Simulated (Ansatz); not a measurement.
# AlIn (built on the sites of a database entry of ScBi): following an unstable mode, part 3 of 3

Which phase does AlIn (built on the sites of a database entry of ScBi) fall into along its unstable mode, and how much energy does it gain?

Ansatz 0.2.0; DFT PBEsol, scalar-relativistic, plane waves, PAW.

So far. Step 5 (Energy along the mode, all amplitudes (two of the runs …): The lowest of the steps tried is the last one, at 0.6 Å, 57.5 meV/atom below the parent; the bottom of the well need not coincide with a step. Step 7 (The new phase in its own primitive cell): The largest force component left is 0.35 meV/Å and the pressure is -0.001 GPa, within the tolerances set. The cell now holds 22.34 Å³/atom. The relaxed cell has a, b, c = 7.408, 8.682, 11.116 Å (conventional setting).

The structure was built from a prototype and need not be the compound's stable phase.

## Step 8: Modes of the new phase, k-mesh 8×8×8

A relaxed structure may still be a saddle point, so its zone-centre modes are computed. No field response is asked, since the mesh shows no gap.

Input file input.yaml:

```yaml
crystal:
  lattice:
    - [0.0, 4.3412466459, 5.5580570732]
    - [3.7038541355, 0.0, 5.5580570732]
    - [3.7038541355, 4.3412466459, 0.0]
  atoms:
    - { symbol: Al, position: [0.6799816857, 0.3200183143, 0.3200183143] }
    - { symbol: Al, position: [0.3200183143, 0.6799816857, 0.6799816857] }
    - { symbol: Al, position: [0.9299816857, 0.5700183143, 0.5700183143] }
    - { symbol: Al, position: [0.5700183143, 0.9299816857, 0.9299816857] }
    - { symbol: In, position: [0.8050117737, 0.1949882263, 0.8050117737] }
    - { symbol: In, position: [0.1949882263, 0.8050117737, 0.1949882263] }
    - { symbol: In, position: [0.0550117737, 0.4449882263, 0.0550117737] }
    - { symbol: In, position: [0.4449882263, 0.0550117737, 0.4449882263] }
kpoints:
  mp_grid: { grid: [8, 8, 8] }
hamiltonian:
  xc: pbesol
scf:
  occupations: { method: methfessel_paxton, width: 0.2 }
output:
  eigenvalues: true
phonons:
  method: dfpt
```

Started as:

```
$ ansatz run input.yaml --threads 4 --pin off --max-ram 7168MiB --backend cpu --events-out ev --progress --plain --runs-dir out
```

Numbers of over 12 decimals in the logs are rounded to 6 here.

The program printed:

```text
[...]
Crystal: 8 atoms, lattice volume = 178.740 Å³
Basis set: ecut = 420 eV, 3497 PW (Γ), exchange–correlation on 96×96×96 points (8 copies of the dense FFT grid, shifted against one another)
Bands: 40, of which v1, the nominal top of the filled ones, is band 32 counted from 1 (31 counted from 0)
Symmetry: 8 space group operations
k-points: 260 of 512 (irreducible under 1 space group operation, time reversal used)
[...]
SCF iter   1: F=—  HF=-24198.206850 eV  |F-HF|=—  |Δ(HF+E_count)|=         —  Δρ=2.90e-3  dr2=1.64e-2  ethr=1.77e-3  ⟨swp⟩=7.8  Hψ=46112  notcnv=0
[...]
SCF iter   9: F=-24198.193336 eV  HF=-24198.193336 eV  |F-HF|=7.28e-12  |Δ(HF+E_count)|=  2.55e-11  S|Δr|=    0.00e0  Δρ=4.85e-8  dr2=5.36e-12  ethr=1.00e-12  ⟨swp⟩=10.4  Hψ=54602  notcnv=0
SCF 1 converged in 9 iterations: F = -24198.193336 eV  dr2 = 5.36e-12
[...]
DFPT response loops at Γ: preconditioner auto → Kerker (q_TF=auto, 2.299 Å⁻¹) (partly filled bands, converged f_vac=0.000); β = 1.00, the filter's whole step (`scf.mixing.beta` (0.50) is not read by the response loops under this deck's `scf.mixing.preconditioner`; to damp them name `kerker` or `kerker_dos`, under which they read `scf.mixing.beta`, and type it under 1.00, their step now; both keys bind the ground state too); Broyden in place of MSR1
SCF converged after 9 iterations
[...]
Free energy (F): -24198.193336 eV
[...]
Internal energy: -24198.194731 eV  (E = F + TS)
E sigma→0 (E₀):  -24198.193685 eV
Entropy (-TS):   0.001395 eV (0.174 meV/atom)
Fermi energy:    8.572071 eV
[...]
--- Band table (eV; the first three rows and the last of 260) ---
  k-point 0: bands = [... 28 lower, 4.9375, 5.8723, 5.9531, 6.8807, 7.0845, 9.5402, 10.5164, 11.1253, ... 4 higher]
  k-point 1: bands = [... 28 lower, 5.5709, 6.0860, 6.3749, 6.7682, 7.8818, 9.0974, 9.8943, 11.0461, ... 4 higher]
  k-point 2: bands = [... 28 lower, 5.6427, 6.4171, 7.3240, 7.6915, 8.2965, 8.8425, 9.6247, 10.7001, ... 4 higher]
  k-point 259: bands = [... 28 lower, 6.5447, 6.8611, 7.9360, 7.9399, 8.1206, 8.8280, 9.9536, 10.3420, ... 4 higher]
--- Phonons (Γ-DFPT): 6 representative perturbations + reference, on 260 of 512 k-points (Σ response iterations 21) ---
  k mesh reduced under 1 symmetry operation, with k and −k counted as one. Each operation leaves every solved perturbation unchanged. A smaller set is not used because it would not reduce the number of displacements times k-points to solve
  ASR residual: 1.524e-5 → 0.000e0 eV/Å²; symmetrization residual: 5.299e-6 eV/Å²
  ASR residual per site (eV/Å²): 5.82e-6 5.82e-6 5.82e-6 5.82e-6 1.52e-5 1.52e-5 1.52e-5 1.52e-5
  Γ frequencies (cm⁻¹): -53.84 -52.87 -27.75 -15.65 0.00 0.00 0.00 26.60 71.87 80.34 83.57 91.49 125.61 126.66 157.68 173.53 175.69 177.24 199.16 199.87 222.43 232.02 299.81 302.78
  non-analytic LO–TO correction: not included (Born effective charges unavailable; polar crystals: no LO–TO splitting at Γ)
```

Wall time 4.4 min (4 threads of Intel Xeon 6975P-C (Granite Rapids), shared host); peak memory 5.4 GiB; 17 min of CPU time.

This step gave:

```
sum-rule residual before enforcement                    : 1.52e-5 eV/Å²
point group                                             : mmm
highest optical mode at the zone centre (no LO-TO term) : 302.8 cm⁻¹
lowest optical zone-centre mode                         : -53.84 cm⁻¹
```

Patterns of degenerate modes are one choice out of their space. The modes at Γ (shares of kinetic energy by element, %) (negative means imaginary):

```tsv
mode	frequency (cm⁻¹)	symmetry	Al %	In %
1	-53.8	B2g	34	66
2	-52.9	B1g	30	70
3	-27.8	B1u	19	81
4	-15.7	B3g	21	79
5	0.0	acoustic	19	81
6	0.0	acoustic	19	81
7	0.0	acoustic	19	81
8	26.6	B1g	18	82
9	71.9	B3u	6	94
10	80.3	Au	4	96
11	83.6	Ag	3	97
12	91.5	B3g	0	100
13	125.6	B2g	84	16
14	126.7	B2u	98	2
15	157.7	B1u	82	18
16	173.5	B3u	75	25
17	175.7	B1g	74	26
18	177.2	B3g	78	22
19	199.2	B2u	83	17
20	199.9	B2g	82	18
21	222.4	B1u	80	20
22	232.0	B1g	77	23
23	299.8	Au	96	4
24	302.8	Ag	97	3
```

Displacements in mode 1 (-53.8 cm⁻¹), the largest set to 1:
```
Al1  0.00  1.00 -0.64
Al2  0.00  1.00  0.64
Al3  0.00 -1.00 -0.64
Al4  0.00 -1.00  0.64
In5  0.00  0.80  0.00
In6  0.00  0.80  0.00
In7  0.00 -0.80  0.00
In8  0.00 -0.80  0.00
```

Displacements in mode 24 (302.8 cm⁻¹), the largest set to 1:
```
Al1  1.00  0.00  0.00
Al2 -1.00  0.00  0.00
Al3  1.00  0.00  0.00
Al4 -1.00  0.00  0.00
In5  0.00 -0.09  0.00
In6  0.00  0.09  0.00
In7  0.00 -0.09  0.00
In8  0.00  0.09  0.00
```

Before it was imposed, the acoustic sum rule was missed by 1.5e-5 eV/Å². Small misses are needed for a sound result but don't prove that mesh and cutoff are converged. The lowest optical mode is imaginary, 53.8i cm⁻¹, so the energy falls along it.

## Step 9: Summary of results

```
unstable mode of the parent                                                      : q = (0.25, -0.5, -0.25), 55i cm⁻¹
depth at the lowest point sampled                                                : 57.5 meV/atom
largest atomic shift at that point                                               : 0.6 Å
space group reached (within 0.01 Å)                                              : Fddd
energy gained over the parent (first relaxation, on the mesh of the frozen mode) : 86.9 meV/atom
volume per atom, phase reached                                                   : 22.3 Å³
lowest optical zone-centre mode, phase reached                                   : -53.8 cm⁻¹
highest optical mode at the zone centre (no LO-TO term), phase reached           : 303 cm⁻¹
```

What this shows: Along this mode the structure falls into Fddd, 86.9 meV/atom below the parent. At the parent's cell the well is 57.5 meV/atom deep on the steps tried, with its lowest point at a shift of 0.6 Å. That is the last step tried, so the steps alone don't bracket the bottom of the well. Relaxing atoms and cell changes the gain by +29.39 meV/atom against the lowest step (energies at zero smearing). The new phase still has an imaginary mode at the zone centre of its cell, so it is a saddle point on the way to a lower structure. Of the 4 patterns followed to their end from this parent, this one ends 107 meV/atom above the lowest, P4/nmm. Each path keeps the symmetry of its pattern, so a lower phase may lie along a pattern not tried. With no gap, or one that is small against the smearing, the frequencies hang on the k mesh and the smearing, most of all near Kohn anomalies. The starting cell was built on a prototype and not taken from a measurement, so the phase need not exist.

[Logs are printed without paths, hosts, clocks, repeated set-up lines and the standing remarks that a program may print on its own settings, such as how far it seeks lower states.]

[Hosts, paths, dates, database ids (printed as entryN), source tags and the programs' standing remarks are cut or masked in the printed files.]
